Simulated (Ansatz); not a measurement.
## A hypothetical structure for BaRu2N2

This structure for BaRu2N2 is made up. Its elements were placed in a known structure type with a cell scaled to their sizes. What cell does the guess relax to, and how far off was it?

Program: Ansatz 0.2.0. Level of theory: DFT, PBE, plane-wave PAW, files of the set soft_1, scalar-relativistic, no spin, cell and ions relaxed at zero pressure; PAW set soft_1, in the first sound run; inputs show where later runs differ. Results are calculated unless marked as measured.

### Step 1. Set-up

The structure is tetragonal, space group I4/mmm (No. 139). Conventional cell: a = 3.879 Å, b = 3.879 Å, c = 11.631 Å, α = 90.00°, β = 90.00°, γ = 90.00°. Nearest to Ba lie 8 N at 3.27 Å. Nearest to Ru lie 4 N at 2.25 Å. Nearest to N lie 4 Ru at 2.25 Å and 4 Ba at 3.27 Å. Farther neighbours and most contacts between anions are not listed.

Structure file:

```
Ba Ru N
1.0
    -1.93950    1.93950    5.81550
     1.93950   -1.93950    5.81550
     1.93950    1.93950   -5.81550
Ba Ru N
1 2 2
Direct
  0.00000 0.00000 0.00000
  0.25000 0.75000 0.50000
  0.75000 0.25000 0.50000
  0.34750 0.34750 0.00000
  0.65250 0.65250 0.00000
```

### Step 2. Relaxation of the guess

The guess takes its coordinates from another compound and its volume from a rule, so the cell and any free coordinates are relaxed together.

input.yaml

```yaml
crystal:
  lattice:
    - [-1.9395, 1.9395, 5.8155]
    - [1.9395, -1.9395, 5.8155]
    - [1.9395, 1.9395, -5.8155]
  atoms:
    - { symbol: Ba, position: [0.0, 0.0, 0.0] }
    - { symbol: Ru, position: [0.25, 0.75, 0.5] }
    - { symbol: Ru, position: [0.75, 0.25, 0.5] }
    - { symbol: "N", position: [0.3475, 0.3475, 0.0] }
    - { symbol: "N", position: [0.6525, 0.6525, 0.0] }
kpoints:
  mp_grid: { grid: [10, 10, 10] }
scf:
  occupations: { method: fermi_dirac, width: 0.05 }
hamiltonian:
  xc: pbe
  pseudopotentials: { kind: paw, azcp: { folder: soft_1 } }
relax:
  f_tol: 0.015
  max_steps: 70
  cell: {}
output:
  forces: true
  stress: true
```

Started as:

```sh
ansatz run input.yaml --threads 4 --pin off --max-ram 8192MiB --backend cpu --events-out ev --progress --plain --runs-dir out
```

Numbers of over 12 decimals in the logs are rounded to 6 here.

Log:

```text
basis.fft_grid_basis auto: the FFT boxes are laid along the combinations [[1, 0, 1], [0, 1, 1], [0, 0, 1]] of the cell's own vectors, 3.879, 3.879 and 6.430 Å long. The dense box has 27×27×45 points. Along the cell's own vectors, as sized, it would have 45×45×45, 2.78 times as many. Of the 16 symmetry operations that the crystal satisfies within crystal.symmetry.tolerance (time reversal apart; of a slab, those that k [...]
Engine: ansatz 0.2.0, aarch64-unknown-linux-gnu
Pseudopotentials: kind: paw
Pseudopotential: Ba, paw, valence charge 10, recommended cutoff 420 eV (normal), soft_1/Ba.paw.azcp
Pseudopotential: Ru, paw, valence charge 16, recommended cutoff 420 eV (normal), soft_1/Ru.paw.azcp
Pseudopotential: N, paw, valence charge 5, recommended cutoff 420 eV (normal), soft_1/N.paw.azcp
Functional definition: PBE
  parameter kappa = 0.804
  parameter beta = 0.066725
  exchange = pbe_x(kappa = kappa, mu = beta*pi^2/3)
  correlation = pbe_c(beta = beta)
Crystal: 5 atoms, lattice volume = 87.504 Å³
Basis set: ecut = 420 eV, 1719 PW (Γ), FFT grids on a1+a3, a2+a3, a3, exchange–correlation on 54×54×90 points (8 copies of the dense FFT grid, shifted against one another)
Bands: 32, of which v1, the nominal top of the filled ones, is band 26 counted from 1 (25 counted from 0)
Symmetry: 16 space group operations
Space group: I4/mmm (ITA 139), of the structure as read, at distance tolerance 4.4e-5 Å
k-points: 102 of 1000
Non-local potential: Ba, projectors of the file, l = 0: 3, l = 1: 2, l = 2: 2, l = 3: 2
Non-local potential: Ru, projectors of the file, l = 0: 3, l = 1: 2, l = 2: 2, l = 3: 1
Non-local potential: N, projectors of the file, l = 0: 2, l = 1: 2, l = 2: 1
PAW form: soft (Blöchl's): semilocal exchange-correlation on the pseudo side does not see the compensation charge
PAW one-centre angular grid: Ba, 194 points (default); XC on 64 Gauss nodes
PAW one-centre angular grid: Ru, 590 points (default); XC on 64 Gauss nodes
PAW one-centre angular grid: N, 110 points (default); XC on 64 Gauss nodes
Initial density: superposition of atomic densities (chi_scale 0.1, normalization cell, long waves kept (reshape's long-wave potential 0.07 eV rms))
Initial wavefunctions: pseudopotential atomic-orbital guess
Functional: x = pbe(κ = 0.804, μ = 0.219515), c = pbe(β = 0.066725)
SCF iter   1: F=—  HF=-18482.018986 eV  |F-HF|=—  |Δ(HF+E_count)|=         —  Δρ=1.81e-1  dr2=8.77e1  ethr=3.10e-3  ⟨swp⟩=9.5  Hψ=17270  notcnv=0
preconditioner: auto → Kerker (q_TF=auto, 2.502 Å⁻¹)  [metal: Δε(μ)=0.009 eV  Ē_g=8.249 eV  σ=0.050 eV  W_gap=0.04  n_scr=24 (ndim 8)  ℏωp=23.1 eV  f_vac=0.000  D(μ)=4.56/eV (n_scr^D=32)]
SCF iter   2: F=—  HF=-18475.312128 eV  |F-HF|=—  |Δ(HF+E_count)|=    6.71e0  Δρ=5.70e-2  dr2=8.71e0  ethr=3.10e-3  ⟨swp⟩=4.2  Hψ=8070  notcnv=0
SCF iter   3: F=—  HF=-18474.390115 eV  |F-HF|=—  |Δ(HF+E_count)|=   9.22e-1  Δρ=1.65e-2  dr2=8.35e-1  ethr=3.10e-3  ⟨swp⟩=3.2  Hψ=5707  notcnv=0
SCF iter   4: F=—  HF=-18474.263710 eV  |F-HF|=—  |Δ(HF+E_count)|=   1.26e-1  Δρ=3.81e-3  dr2=4.12e-2  ethr=1.61e-3  ⟨swp⟩=2.9  Hψ=4698  notcnv=0
SCF iter   5: F=—  HF=-18474.258709 eV  |F-HF|=—  |Δ(HF+E_count)|=   5.00e-3  Δρ=1.39e-3  dr2=8.13e-3  ethr=7.93e-5  ⟨swp⟩=2.4  Hψ=4866  notcnv=0  defer=5
SCF iter   6: F=—  HF=-18474.257426 eV  |F-HF|=—  |Δ(HF+E_count)|=   1.28e-3  Δρ=5.58e-4  dr2=1.05e-3  ethr=1.56e-5  ⟨swp⟩=2.2  Hψ=4618  notcnv=0  defer=5
SCF iter   7: F=—  HF=-18474.257278 eV  |F-HF|=—  |Δ(HF+E_count)|=   1.48e-4  Δρ=1.97e-4  dr2=1.55e-4  ethr=2.01e-6  ⟨swp⟩=2.2  Hψ=3994  notcnv=0  defer=5
SCF iter   8: F=—  HF=-18474.257259 eV  |F-HF|=—  |Δ(HF+E_count)|=   1.86e-5  Δρ=7.80e-5  dr2=1.10e-5  ethr=2.99e-7  ⟨swp⟩=2.2  Hψ=4542  notcnv=0  defer=5
SCF iter   9: F=—  HF=-18474.257237 eV  |F-HF|=—  |Δ(HF+E_count)|=   2.18e-5  Δρ=2.11e-5  dr2=1.22e-6  ethr=2.11e-8  ⟨swp⟩=2.1  Hψ=4955  notcnv=0  defer=6
SCF iter  10: F=-18474.257237 eV  HF=-18474.257237 eV  |F-HF|=3.79e-8  |Δ(HF+E_count)|=   7.35e-8  Δρ=4.39e-6  dr2=6.16e-8  ethr=1.92e-10  ⟨swp⟩=3.3  Hψ=12356  notcnv=0
SCF 1 converged in 10 iterations: F = -18474.257237 eV  dr2 = 6.16e-8
  greatest PAW one-centre occupation: 1.000 electrons in one spin orbital (limit 2), on the Ru atom at site 2 (counted from 0), in its partial waves of l = 0
relax step   1: F+E_penalty+E_count = -18474.25723715 eV  Δ(F+E_penalty+E_count) = +0.000e0 eV  max|allowed force component| = 1.985e0 eV/Å  Δτ_max = 0.0000 Å  P = -17.920 GPa  Ω = 87.504 Å³  (10 SCF iters, dr2 threshold 1.00e-7 eV, accepted)
Crystal: 5 atoms, lattice volume = 77.408 Å³
Basis set: ecut = 420 eV, 1551 PW (Γ), FFT grids on a1+a3, a2+a3, a3, exchange–correlation on 54×54×90 points (8 copies of the dense FFT grid, shifted against one another)
Initial density: handed on by an earlier stage of this run
Initial wavefunctions: those handed on with the density
iter 1 solved again at ethr=2.55e-3 eV; its pass at ethr=3.10e-3 eV (dr2=1.32e0 eV) is discarded
SCF iter   1: F=—  HF=-18475.322359 eV  |F-HF|=—  |Δ(HF+E_count)|=         —  Δρ=2.81e-2  dr2=1.32e0  ethr=2.55e-3  ⟨swp⟩=1.0  Hψ=17885  notcnv=0
preconditioner: auto → Kerker (q_TF=auto, 2.553 Å⁻¹)  [metal: Δε(μ)=0.025 eV  Ē_g=8.710 eV  σ=0.050 eV  W_gap=0.12  n_scr=24 (ndim 8)  ℏωp=24.6 eV  f_vac=0.000  D(μ)=1.22/eV (n_scr^D=2)]
SCF iter   2: F=—  HF=-18475.189751 eV  |F-HF|=—  |Δ(HF+E_count)|=   1.33e-1  Δρ=1.22e-2  dr2=3.41e-1  ethr=2.54e-3  ⟨swp⟩=2.0  Hψ=3596  notcnv=0
SCF iter   3: F=—  HF=-18475.142201 eV  |F-HF|=—  |Δ(HF+E_count)|=   4.76e-2  Δρ=2.39e-3  dr2=2.35e-2  ethr=6.56e-4  ⟨swp⟩=2.0  Hψ=4290  notcnv=0  defer=6
SCF iter   4: F=—  HF=-18475.136968 eV  |F-HF|=—  |Δ(HF+E_count)|=   5.23e-3  Δρ=7.74e-4  dr2=1.22e-3  ethr=4.52e-5  ⟨swp⟩=2.1  Hψ=4822  notcnv=0  defer=6
SCF iter   5: F=—  HF=-18475.136721 eV  |F-HF|=—  |Δ(HF+E_count)|=   2.46e-4  Δρ=2.33e-4  dr2=7.81e-5  ethr=2.34e-6  ⟨swp⟩=2.0  Hψ=4491  notcnv=0  defer=6
SCF iter   6: F=—  HF=-18475.136727 eV  |F-HF|=—  |Δ(HF+E_count)|=   6.13e-6  Δρ=8.06e-5  dr2=6.32e-6  ethr=1.50e-7  ⟨swp⟩=2.1  Hψ=4640  notcnv=0  defer=6
SCF iter   7: F=—  HF=-18475.136729 eV  |F-HF|=—  |Δ(HF+E_count)|=   1.74e-6  Δρ=2.18e-5  dr2=5.03e-7  ethr=1.22e-8  ⟨swp⟩=2.0  Hψ=4899  notcnv=0  defer=6
SCF iter   8: F=-18475.136729 eV  HF=-18475.136729 eV  |F-HF|=1.22e-8  |Δ(HF+E_count)|=   1.20e-7  Δρ=6.07e-6  dr2=4.43e-8  ethr=9.62e-10  ⟨swp⟩=4.0  Hψ=10747  notcnv=0
SCF 2 converged in 8 iterations: F = -18475.136729 eV  dr2 = 4.43e-8
[...]
SCF iter   4: F=—  HF=-18475.145682 eV  |F-HF|=—  |Δ(HF+E_count)|=   1.64e-5  Δρ=9.38e-5  dr2=1.86e-5  ethr=2.59e-7  ⟨swp⟩=2.5  Hψ=4943  notcnv=0
SCF iter   5: F=—  HF=-18475.145680 eV  |F-HF|=—  |Δ(HF+E_count)|=   1.87e-6  Δρ=3.73e-5  dr2=2.00e-6  ethr=3.58e-8  ⟨swp⟩=2.2  Hψ=4075  notcnv=0
SCF iter   6: F=-18475.145680 eV  HF=-18475.145680 eV  |F-HF|=4.93e-8  |Δ(HF+E_count)|=   1.53e-7  Δρ=8.62e-6  dr2=1.01e-7  ethr=9.62e-10  ⟨swp⟩=4.5  Hψ=10892  notcnv=0
SCF 3 converged in 6 iterations: F = -18475.145680 eV  dr2 = 1.01e-7
relax step   3: F+E_penalty+E_count = -18475.14568029 eV  Δ(F+E_penalty+E_count) = -8.951e-3 eV  max|allowed force component| = 9.211e-2 eV/Å  Δτ_max = 0.0435 Å  P = +0.285 GPa  Ω = 77.759 Å³  energy of the carried Pulay correction = +1.095e-2 eV  (6 SCF iters, dr2 threshold 5.00e-7 eV, accepted)
[...]
relax step   4: F+E_penalty+E_count = -18475.15059520 eV  Δ(F+E_penalty+E_count) = -4.915e-3 eV  max|allowed force component| = 5.307e-6 eV/Å  Δτ_max = 0.0070 Å  P = +0.231 GPa  Ω = 77.396 Å³  energy of the carried Pulay correction = +1.138e-2 eV  (6 SCF iters, dr2 threshold 5.00e-7 eV, accepted)
[...]
relax step   5: F+E_penalty+E_count = -18475.15047257 eV  Δ(F+E_penalty+E_count) = +1.226e-4 eV  max|allowed force component| = 3.130e-3 eV/Å  Δτ_max = 0.0021 Å  P = -0.069 GPa  Ω = 77.583 Å³  energy of the carried Pulay correction = +1.116e-2 eV  (6 SCF iters, dr2 threshold 1.50e-7 eV, accepted)
[...]
relax step   6: F+E_penalty+E_count = -18475.15052408 eV  Δ(F+E_penalty+E_count) = -5.150e-5 eV  max|allowed force component| = 1.098e-4 eV/Å  Δτ_max = 0.0002 Å  P = +0.001 GPa  Ω = 77.546 Å³  energy of the carried Pulay correction = +1.120e-2 eV  (6 SCF iters, dr2 threshold 1.46e-8 eV, accepted)
[...]
relax step   7: F+E_penalty+E_count = -18475.14209904 eV  Δ(F+E_penalty+E_count) = +8.425e-3 eV  max|allowed force component| = 4.125e-3 eV/Å  Δτ_max = 0.0000 Å  P = -0.086 GPa  Ω = 77.546 Å³  stress off target by 8.88e-2 GPa  SCF on the basis re-selected at this cell (its energy is not comparable with the rows above)  (7 SCF iters)
[...]
relax step   8: F+E_penalty+E_count = -18475.14221956 eV  Δ(F+E_penalty+E_count) = -1.205e-4 eV  max|allowed force component| = 5.399e-4 eV/Å  Δτ_max = 0.0011 Å  P = +0.002 GPa  Ω = 77.480 Å³  energy of the carried Pulay correction = +9.807e-5 eV  (6 SCF iters, dr2 threshold 1.97e-8 eV, accepted)
iter 1 solved again at ethr=2.03e-6 eV; its pass at ethr=3.10e-3 eV (dr2=1.06e-3 eV) is discarded
SCF iter   1: F=—  HF=-18475.142142 eV  |F-HF|=—  |Δ(HF+E_count)|=         —  Δρ=3.66e-6  dr2=5.17e-9  ethr=2.03e-6  ⟨swp⟩=3.0  Hψ=21332  notcnv=0
eigensolver tolerance schedule: the retry pair's looser diagonalisation over-reported the residual by 204266.14 of it (diagonalisation noise at an unbounded share of the residual, at the tolerance the schedule requests for it); recorded, not acted on — ethr = c·dr2/N_el stays at c = 1.0e-1
preconditioner: auto → Kerker (q_TF=auto, 2.553 Å⁻¹)  [metal: Δε(μ)=0.018 eV  Ē_g=8.737 eV  σ=0.050 eV  W_gap=0.09  n_scr=24 (ndim 8)  ℏωp=24.6 eV  f_vac=0.000  D(μ)=1.41/eV (n_scr^D=10)]
SCF iter   2: F=—  HF=-18475.142143 eV  |F-HF|=—  |Δ(HF+E_count)|=   3.72e-7  Δρ=1.73e-6  dr2=1.07e-9  ethr=9.94e-12  ⟨swp⟩=3.9  Hψ=9525  notcnv=0
SCF iter   3: F=—  HF=-18475.142143 eV  |F-HF|=—  |Δ(HF+E_count)|=  1.96e-10  Δρ=1.12e-6  dr2=3.80e-10  ethr=2.06e-12  ⟨swp⟩=1.0  Hψ=3267  notcnv=0
iter 4 did not close the SCF: its close was put off for the readings that it lacked (scf_convergence_deferred on its scf_iter line)
SCF iter   4: F=-18475.142143 eV  HF=-18475.142143 eV  |F-HF|=0.00e0  |Δ(HF+E_count)|=  3.02e-10  Δρ=1.38e-7  dr2=1.81e-11  ethr=1.00e-12  ⟨swp⟩=2.0  Hψ=4954  notcnv=0
iter 5 did not close the SCF: its close was put off for the readings that it lacked (scf_convergence_deferred on its scf_iter line)
SCF iter   5: F=-18475.142143 eV  HF=-18475.142143 eV  |F-HF|=0.00e0  |Δ(HF+E_count)|=  7.28e-12  Δρ=6.72e-8  dr2=5.46e-12  ethr=1.00e-12  ⟨swp⟩=1.0  Hψ=3264  notcnv=0
iter 6 did not close the SCF: its close was put off for the readings that it lacked (scf_convergence_deferred on its scf_iter line)
SCF iter   6: F=-18475.142143 eV  HF=-18475.142143 eV  |F-HF|=3.64e-12  |Δ(HF+E_count)|=    0.00e0  Δρ=1.66e-8  dr2=8.14e-13  ethr=1.00e-12  ⟨swp⟩=1.0  Hψ=3264  notcnv=0
iter 7 did not close the SCF: its close was put off for the readings that it lacked (scf_convergence_deferred on its scf_iter line)
SCF iter   7: F=-18475.142143 eV  HF=-18475.142143 eV  |F-HF|=1.09e-11  |Δ(HF+E_count)|=  1.09e-11  Δρ=4.81e-9  dr2=6.18e-14  ethr=1.00e-12  ⟨swp⟩=1.0  Hψ=3264  notcnv=0
SCF iter   8: F=-18475.142143 eV  HF=-18475.142143 eV  |F-HF|=7.28e-12  |Δ(HF+E_count)|=  1.46e-11  Δρ=2.45e-9  dr2=3.56e-15  ethr=1.00e-12  ⟨swp⟩=1.0  Hψ=6936  notcnv=0
SCF 9 converged in 8 iterations: F = -18475.142143 eV  dr2 = 3.56e-15
relax step   9: F+E_penalty+E_count = -18475.14214284 eV  Δ(F+E_penalty+E_count) = +7.673e-5 eV  max|allowed force component| = 5.848e-4 eV/Å  Δτ_max = 0.0000 Å  P = +0.001 GPa  Ω = 77.480 Å³  stress off target by 1.85e-3 GPa  SCF on the basis re-selected at this cell (its energy is not comparable with the rows above)  (8 SCF iters)
basis re-selected at this cell: Δ(F+E_penalty+E_count) = +7.673e-5 eV, ΔP = -0.001 GPa vs the last step (what re-selecting the basis moved, of the pressure what is left beyond the Pulay correction that the steps carried, after the strain that the cell walked since its last selection, with what the two solves' SCF thresholds leave and, on support functions, any second-order correction that the steps lacked; it is no m [...]
SCF converged after 8 iterations
Free energy (F): -18475.142143 eV
Harris-Foulkes:  -18475.142143 eV  (|F-HF|=7.28e-12)
Internal energy: -18475.130597 eV  (E = F + TS)
E sigma→0 (E₀):  -18475.136370 eV
Entropy (-TS):   -0.011545 eV (-2.309 meV/atom)
Fermi energy:    15.501480 eV
--- Per-component energies (eV) ---
  E_band       = -297.676791
  E_kinetic    = 1335.620616
  E_local      = -5560.530732  (includes V_loc(G=0)·N_el)
  E_nonlocal   = 995.099830
  E_hartree    = 2148.422181
  E_xc         = -655.929534
  E_vxc        = -707.365825  (∫ρ·V_xc dr)
  E_paw        = -12455.806861  (= ΣΔE_a)
  E_vpaw       = -657.347968  (= ΣTr[D̂ρ^β])
  E_aug_tail   = 0.002927  (compensation charges beyond the density's cutoff)
  E_ewald      = -4282.009025
  E_smearing   = -0.011545  (= −TS)
  E_closure    = 0.000000  (closes the sum)
  Σ components = -18475.142143   (vs F -18475.142143, Δ=0.00e0)
--- Forces (eV/Å), atoms counted from 1 ---
  atom   1  Ba    -0.00000000     0.00000000     0.00000000
  atom   2  Ru    -0.00000000     0.00000000    -0.00000000
  atom   3  Ru    -0.00000000     0.00000000     0.00000000
  atom   4  N      0.00000000     0.00000000     0.00058482
  atom   5  N     -0.00000000     0.00000000    -0.00058482
  max |Σ_I F_I| component: 1.30e-18 eV/Å
--- Stress (GPa, compression-positive) ---
        0.000296       0.000000       0.000000
        0.000000       0.000296      -0.000000
        0.000000      -0.000000       0.001846
  P = ⅓ Tr σ = 0.0008 GPa (0.008 kbar)
--- Relaxed structure (7 steps of the walk, 7 accepted, 2 SCFs on fresh bases) ---
  F+E_penalty+E_count = -18475.14214284 eV   max|allowed force component| = 5.848e-4 eV/Å   (the final SCF, on the basis selected at the relaxed cell)
  cell:  # Å, volume = 77.4795 Å³
    - [-1.848848, 1.848848, 5.666626]
    - [1.848848, -1.848848, 5.666626]
    - [1.848848, 1.848848, -5.666626]
  atoms:
    - { symbol: Ba, position: [1.1931723676222548e-19, 1.1931723676222558e-19, 0] }
    - { symbol: Ru, position: [0.250000, 0.750000, 0.500000] }
    - { symbol: Ru, position: [0.750000, 0.250000, 0.500000] }
    - { symbol: N, position: [0.339359, 0.339359, 0] }
    - { symbol: N, position: [0.660641, 0.660641, 0] }
```

Elapsed: 36 s, on 4 threads of Arm Neoverse V1, shared host; peak memory 0.57 GiB; 2.3 min of CPU time.

Relaxation path:

```tsv
step	energy less that of the first step (eV)	largest force component (eV/Å)	pressure (GPa)	volume (Å³)
1	0.0000	1.9846	-17.92	87.50
2	-0.8795	0.3916	-1.24	77.41
3	-0.8884	0.0921	0.29	77.76
4	-0.8934	0.0000	0.23	77.40
5	-0.8932	0.0031	-0.07	77.58
6	-0.8933	0.0001	0.00	77.55
7*	-0.8849	0.0041	-0.09	77.55
8	-0.8850	0.0005	0.00	77.48
9*	-0.8849	0.0006	0.00	77.48
```

Relaxation steps marked * repeat the geometry before them on a plane-wave basis chosen anew for their cell, so energy and pressure can jump there.

Forces are held to the 16 operations that the run works with; a distortion that breaks them can't arise in this run.

```tsv
conventional cell, symmetrised	before	after	change
a (Å)	3.879	3.698	-4.7 %
b (Å)	3.879	3.698	-4.7 %
c (Å)	11.631	11.333	-2.6 %
volume (Å³/atom)	17.50	15.50	-11.5 %
```

The atoms that moved most (Å, as changes of fractional coordinates times the final cell):

```tsv
atom	dx	dy	dz	length
N4	0.000	0.000	-0.092	0.092
N5	0.000	0.000	0.092	0.092
```

The relaxed structure:

```xyz
5
Lattice="-1.8488 1.8488 5.6666 1.8488 -1.8488 5.6666 1.8488 1.8488 -5.6666" Properties=species:S:1:pos:R:3 pbc="T T T"
Ba    0.0000    0.0000    0.0000
Ru    1.8488    0.0000    2.8333
Ru    0.0000    1.8488    2.8333
N     0.0000    0.0000    3.8460
N     0.0000    0.0000    7.4872
```

This step gave:

```yaml
free_energy: -18475.1421 eV
energy_at_zero_smearing: -18475.1364 eV
smearing_term_ts: 0.01155 eV
fermi_energy: 15.50 eV
electrons: 52
symmetry_operations: 16
pressure: 8.12e-4 GPa
```

The shortest distance of each pair, which need not be the same contact before and after:

```tsv
pair	guess (Å)	relaxed (Å)
N–Ru	2.247	2.108
Ru–Ru	2.743	2.615
Ba–N	3.266	3.186
N–N	3.547	3.307
Ba–Ru	3.495	3.383
```

The relaxation ends with a largest force component of 5.9e-4 eV/Å and a pressure of 0.00 GPa.

[end of part 1 of 2]

[Logs are printed without paths, hosts, clocks, repeated set-up lines and the standing remarks that a program may print on its own settings, such as how far it seeks lower states.]

[Hosts, paths, dates, database ids (printed as entryN), source tags and the programs' standing remarks are cut or masked in the printed files.]
